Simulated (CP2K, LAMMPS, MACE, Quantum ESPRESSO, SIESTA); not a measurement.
# Ranking relaxed geometries by hand: amorphous 32Ga2O3-68GeO2 (mol %) (69 atoms)

The cell holds 69 atoms (12 Ga, 13 Ge and 44 O). Recipe: 69 atoms (12 Fe, 13 Ge, 44 O) placed at random at 3.56 g/cm³, melted at 5000 K for 10 ps at fixed volume with the Morse and Coulomb pair potential with partial charges (Pedone, Malavasi, Menziani, Cormack and Segre, J. Phys. Chem. B 110, 11780 (2006)). Quenched from 5000 K to 300 K at 20 K/ps and fixed volume, held 5 ps, then minimised at fixed cell. Then Fe was replaced by Ga and the cell scaled by 1.006 (the potential has no terms for the new elements, so the cell is a start for a DFT relaxation).

Each method relaxed the atoms from this start in the fixed cell; Quantum ESPRESSO 7.5 (PBE; plane waves, SSSP efficiency, 70/560 Ry; k-points Γ) then solved the start and every end.

| geometry | free energy (eV) | r.m.s. force (eV/Å) |
| --- | --- | --- |
| start | -108125.957 | 0.894 |
| end of MACE MPA-0 medium | -108131.212 | 0.073 |
| end of CP2K double zeta | -108131.191 | 0.071 |
| end of SIESTA DZP | -108130.096 | 0.316 |

**Question.** Find the energy that each relaxation gains per atom at this level, and what share of the best gain each reaches. Compare the gap between best and worst with kT at 300 K (25.9 meV).

**Working.**

MACE MPA-0 medium: -108125.957 − (-108131.212) = 5.255 eV, or 76.2 meV an atom; 100 % of the best.

CP2K double zeta: -108125.957 − (-108131.191) = 5.234 eV, or 75.9 meV an atom; 100 % of the best.

SIESTA DZP: -108125.957 − (-108130.096) = 4.139 eV, or 60.0 meV an atom; 79 % of the best.

MACE MPA-0 medium gains most. SIESTA DZP ends 1.116 eV higher for the cell, 16.2 meV an atom, which is 0.62 kT an atom and 43 kT for the cell.

Limits: no end is a minimum of this level; SIESTA DZP stopped short of the threshold.

[Hosts, paths, dates, database ids (printed as entryN), source tags and the programs' standing remarks are cut or masked in the printed files.]
